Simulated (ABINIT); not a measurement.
# A GW run on SiC (P6_3mc) in ABINIT, with inputs changed

Aim: change inputs of a GW run on SiC (P6_3mc) and see what moves.

Method: PBE and many-body steps on it, plane waves, in ABINIT 10.8.3.

This is a report of a sequence of runs, with most program output left out.

### 1. Starting point

Symmetry: P6_3mc, No. 186, hexagonal system. The conventional cell has a = 3.074 Å, b = 3.074 Å, c = 5.045 Å, α = 90.00°, β = 90.00°, γ = 120.00°. Nearest to Si lie 4 C at 1.88 to 1.90 Å. C has 4 Si at 1.88 to 1.90 Å nearest. Farther neighbours are not listed.

The cell and positions are those that the Materials Project relaxed with its own functionals (PBE, PBE+U or r2SCAN), kept fixed.

### 2. Screening, 6×6×4 mesh, 119 bands, screening to 190.5 eV

This step: ABINIT 10.8.3; RPA screening on PBE, plane waves, norm-conserving pseudopotentials.

The RPA dielectric matrix is built and inverted for each q.

Input file run.abi:

```
acell 3*1.0 Angstrom
rprim 
  3.073513928196 0.000000000001 0.000000000000
  -1.536756964099 2.661741140703 0.000000000000
  0.000000000000 0.000000000000 5.045247710000
ntypat 2
znucl 14 6
natom 4
typat 1 1 2 2
xred 
  0.333333333333 0.666666666667 0.499602400000
  0.666666666667 0.333333333333 0.999602400000
  0.333333333333 0.666666666667 0.875397600000
  0.666666666667 0.333333333333 0.375397600000
pp_dirpath "pseudos"
pseudos "Si.upf, C.upf"
ecut 37
ngkpt 6 6 4
nshiftk 1
shiftk 0 0 0
kptopt 1
chksymbreak 0
istwfk *1
occopt 1
irdwfk 1
optdriver 3
nband 119
ecuteps 7
inclvkb 2
awtr 1
symchi 1
indata_prefix "in"
outdata_prefix "out"
tmpdata_prefix "tmp"
```

On the command line:

```
OMP_NUM_THREADS=1 mpirun -n 8 abinit run.abi > log
```

Elapsed: 48 s, on 8 MPI ranks of Arm Neoverse V2, shared host; peak memory 1.8 GiB; 6.4 min of CPU time.

Numbers from this step:

| Property | Result |
| --- | --- |
| ε∞ with local fields, on this mesh, along the program's q direction | 6.853 |
| the same without local fields | 7.508 |
| plasma frequency | 23.12 eV |
| plane waves in the screening matrix | 245 |

Local fields lower ε∞ by 9 %.

### 3. Base

The self-energy is evaluated for the states that the input lists, and the levels follow from it, in one-shot runs by the linearised quasiparticle equation.

This step: G0W0 on PBE, plane waves, norm-conserving pseudopotentials.

Edit run.abi of step 2 so:

```diff
@@ -25,8 +25,19 @@
 irdwfk 1
-optdriver 3
+optdriver 4
 nband 119
+gwcalctyp 0
+ecutsigx 37
+symsigma 1
+nkptgw 3
+kptgw 
+  0.0000000000 0.0000000000 0.0000000000
+  0.3333333333 0.3333333333 0.0000000000
+  0.5000000000 0.0000000000 0.0000000000
+bdgw 
+  7 10
+  6 10
+  7 10
 ecuteps 7
-inclvkb 2
-awtr 1
-symchi 1
+irdscr 1
+ppmodel 1
 indata_prefix "in"
```

Elapsed: 16 s, on 8 MPI ranks; peak memory 1.9 GiB; 2.1 min of CPU time.

This step gave:

| Quantity | Value |
| --- | --- |
| G0W0 gap on the points computed | 2.917 eV |
| starting gap on the mesh | 2.275 eV |
| k of the valence top | 0, 0, 0 |
| k of the conduction bottom | 0.3333, 0.3333, 0 |
| Z at the valence top | 0.793 |
| Z at the conduction bottom | 0.825 |
| least direct G0W0 gap on the computed points | 4.857 eV |

The gap on the mesh goes from 2.28 eV to 2.92 eV, a correction of +0.64 eV.

### 4. Smaller part of the screening matrix

Edit run.abi of step 3 so:

```diff
@@ -39,3 +39,3 @@
   7 10
-ecuteps 7
+ecuteps 3.5
 irdscr 1
```

It took 5.1 s on 8 MPI ranks; peak memory 1.2 GiB.

Numbers from this step:

```yaml
g0w0_gap_on_the_points_computed: 2.813 eV
starting_gap_on_the_mesh: 2.275 eV
k_of_the_valence_top: 0, 0, 0
k_of_the_conduction_bottom: 0.3333, 0.3333, 0
z_at_the_valence_top: 0.796
z_at_the_conduction_bottom: 0.825
least_direct_g0w0_gap_on_the_computed_points: 4.785 eV
```

### 5. No symmetry in the self-energy

Edit run.abi of step 4 so:

```diff
@@ -29,3 +29,3 @@
 ecutsigx 37
-symsigma 1
+symsigma 0
 nkptgw 3
@@ -39,3 +39,3 @@
   7 10
-ecuteps 3.5
+ecuteps 7
 irdscr 1
```

It took 69 s on 8 MPI ranks; peak memory 1.9 GiB.

This step gave:

| Quantity | Value |
| --- | --- |
| G0W0 gap on the points computed | 2.917 eV |
| starting gap on the mesh | 2.275 eV |
| k of the valence top | 0, 0, 0 |
| k of the conduction bottom | 0.3333, 0.3333, 0 |
| least direct G0W0 gap on the computed points | 4.855 eV |

Against G0W0 in ABINIT (6×6×4 mesh, 119 bands, screening to 190.5 eV, Godby-Needs plasmon pole), the gap moves by +0.000 eV.

### 6. Broadening of the poles

Edit run.abi of step 5 so:

```diff
@@ -29,3 +29,3 @@
 ecutsigx 37
-symsigma 0
+symsigma 1
 nkptgw 3
@@ -42,2 +42,3 @@
 ppmodel 1
+zcut 1.0 eV
 indata_prefix "in"
```

It took 16 s on 8 MPI ranks; peak memory 1.9 GiB; 2.1 min of CPU time.

This step gave:

```
G0W0 gap on the points computed              : 2.917 eV
starting gap on the mesh                     : 2.275 eV
k of the valence top                         : 0, 0, 0
k of the conduction bottom                   : 0.3333, 0.3333, 0
least direct G0W0 gap on the computed points : 4.857 eV
```

Against G0W0 in ABINIT (6×6×4 mesh, 119 bands, screening to 190.5 eV, Godby-Needs plasmon pole), the gap moves by +0.000 eV.

### 7. Fewer bands in the self-energy

Edit run.abi of step 6 so:

```diff
@@ -26,3 +26,3 @@
 optdriver 4
-nband 119
+nband 28
 gwcalctyp 0
@@ -42,3 +42,2 @@
 ppmodel 1
-zcut 1.0 eV
 indata_prefix "in"
```

Wall time 6 s (8 MPI ranks); peak memory 1.5 GiB; 47 s of CPU time.

This step gave:

- G0W0 gap on the points computed: 2.675 eV
- starting gap on the mesh: 2.275 eV
- k of the valence top: 0, 0, 0
- k of the conduction bottom: 0.3333, 0.3333, 0
- Z at the valence top: 0.802
- Z at the conduction bottom: 0.831
- least direct G0W0 gap on the computed points: 4.726 eV

### 8. A keyword of another program

Edit run.abi of step 7 so:

```diff
@@ -26,3 +26,3 @@
 optdriver 4
-nband 28
+nband 119
 gwcalctyp 0
@@ -42,2 +42,3 @@
 ppmodel 1
+ENCUTGW 100
 indata_prefix "in"
```

It took 0.66 s on 8 MPI ranks; peak memory 0.05 GiB.

The run stopped with an error after 0.66 s.

The program's words: Found token: `ENCUTGW` in the input file. This name is not one of the registered input variable names (see Action: check your input file. Perhaps you mistyped the input variable, or specified "img", although this was not permitted for this input variable.

The fault put into this input: a keyword of another program.

### 9. More bands than the file holds

Edit run.abi of step 8 so:

```diff
@@ -26,3 +26,3 @@
 optdriver 4
-nband 119
+nband 357
 gwcalctyp 0
@@ -42,3 +42,2 @@
 ppmodel 1
-ENCUTGW 100
 indata_prefix "in"
```

Elapsed: 1.6 s, on 8 MPI ranks; peak memory 0.06 GiB; 10 s of CPU time.

The run stopped with an error after 1.6 s.

The program's words: Number of bands stored WFK file is less than required. WFK mband: 127, self-energy nband: 357

The fault put into this input: more bands than the file holds.

### 10. The runs together

Times are wall times on 8 MPI ranks of Arm Neoverse V2, shared host, good to a factor of about two. A run's time includes the screening step that it read.

```
                                 run   mesh  bands  screening cutoff (eV)  DFT gap (eV)  gap on the mesh (eV)  direct (eV)  ε∞ used     time
                                base  6×6×4    119                  190.5         2.275                 2.917        4.857     6.85     64 s
smaller part of the screening matrix  6×6×4    119                   95.2         2.275                 2.813        4.785     6.85     53 s
      no symmetry in the self-energy  6×6×4    119                  190.5         2.275                 2.917        4.855     6.85  1.9 min
             broadening of the poles  6×6×4    119                  190.5         2.275                 2.917        4.857     6.85     64 s
      fewer bands in the self-energy  6×6×4     28                  190.5         2.275                 2.675        4.726     6.85     54 s
```

### 11. Summary of results

```json
{
 "base": "2.917 eV",
 "smaller part of the screening matrix": "2.813 eV",
 "no symmetry in the self-energy": "2.917 eV",
 "broadening of the poles": "2.917 eV",
 "fewer bands in the self-energy": "2.675 eV",
 "known limits": "not at the basis limit"
}
```

**Reading.** Smaller part of the screening matrix: −0.104 eV against base (keys changed: ecuteps). No symmetry in the self-energy: no change against base (keys changed: symsigma). Broadening of the poles: no change against base (keys changed: zcut). Fewer bands in the self-energy: −0.242 eV against base (keys changed: nband). Bands and cutoff are finite, so the gap is not at the basis limit. The miss can reach some tenths of an eV and take either sign; the mesh is an error of its own. In the first G0W0 run levels were corrected at 3 k points alone, so a gap called «on the mesh» is the least over those, and an edge elsewhere would be missed.

[Paths, hosts, dates, memory and timing lines, banners, echoed tables and standing remarks are left out of the program output.]

[Logs are printed without paths, hosts, clocks, repeated set-up lines and the standing remarks that a program may print on its own settings, such as how far it seeks lower states.]

[Runs of the session that timed out or met a known fault of the program may be left out.]

[No measured gap is set beside runs whose start may be inverted or whose files or cutoffs have a known fault.]

[Hosts, paths, dates, database ids (printed as entryN), source tags and the programs' standing remarks are cut or masked in the printed files.]

[G0W0 gaps are taken among the corrected bands and points alone; a level outside them can change the order at an edge.]

[Where Ansatz stands beside ABINIT at settings called matched, ABINIT's density can come from a denser mesh and the files from another edition; pairs whose starting gaps differed by over 0.03 eV were left out, so agreement reads better than it is.]
